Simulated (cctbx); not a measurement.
# Which space group?

Cell: a = 3.8760 Å, b = 5.1810 Å, c = 7.9740 Å, α = 90.00°, β = 90.00°, γ = 90.00°. Expected content of the cell: Zr2 Sc4 Be4.

The data are simulated with cctbx, not measured: Mo Kα, λ = 0.71073 Å, to d = 0.75 Å, 50 % of the full sphere, strongest reflection 5000 counts, noise from counting, a 2 % proportional error and a noise floor of 4 counts (s.d.); no absorption.

A first pass over the reflections prints:

```text
767 reflections to d = 0.752 A
centring   violations  <I/sigma> of those
    A        128 of   381      7.2
    B        157 of   395      8.1
    C        135 of   390      7.2
    I          0 of   395      0.0
    R        166 of   504      7.0
    F        210 of   583      7.5
Laue class    unique    Rint  (classes that these axes allow; Friedel mates merged)
I 1 2/m 1         185   0.029
I 1 1 2/m         182   0.028
I 2/m 1 1         188   0.027
I m m m           119   0.030
space group    extra absences  I>4sigma  <I/sigma>
I 2 2 2                 0          0         -  acentric
I 21 21 21              0          0         -  acentric
I m m 2                 0          0         -  acentric
I 2 m m                 0          0         -  acentric
I m 2 m                 0          0         -  acentric
I 2 m b                17          0       1.5  acentric
I m 2 a                17          0       1.5  acentric
I m m m                 0          0         -  centric
I m m a                17          0       1.5  centric
I m m b                17          0       1.5  centric
Wilson B = 1.34 A^2   <|E^2-1|> = 0.759 (0.968 centric, 0.736 acentric)   E^2>4: 0.0 %
shell (A)         n   <I/sigma>
 4.34 - 1.49     19     31.4
 1.49 - 1.19     16     28.2
 1.19 - 1.04     12     21.6
 1.04 - 0.95     17     25.0
 0.95 - 0.88     13     21.8
 0.88 - 0.83     14     18.2
 0.83 - 0.79     17     17.1
 0.79 - 0.75     11     15.0
```

**Question.** What are the lattice type, the Laue class and the likely space group?

The reflections that I centring forbids are absent (⟨I/σ⟩ near 0), so the lattice is I.

Rint stays low (0.027 to 0.030) up to I m m m, the highest class in these axes.

10 settings pass the absence test. The most absences obeyed, 17, belong to I 2 m b, I m 2 a, I m m a and I m m b, which absences can't tell apart.

⟨|E²−1|⟩ = 0.759 leans to a non-centrosymmetric structure. Here that hint misleads: the statistic assumes many like atoms on general positions, and few, heavy or special-position atoms break it. The Wilson B of 1.34 Å² means U ≈ 0.0170 Å².

The true group is Immm (no. 71), Laue class mmm, centrosymmetric. It passes the tests but isn't the first choice, because the arrangement of the atoms makes further classes of reflections very weak or absent.

This is a model crystal, built by substitution and not relaxed, with assumed displacement parameters.

[Logs are printed without paths, hosts, clocks, repeated set-up lines and the standing remarks that a program may print on its own settings, such as how far it seeks lower states.]
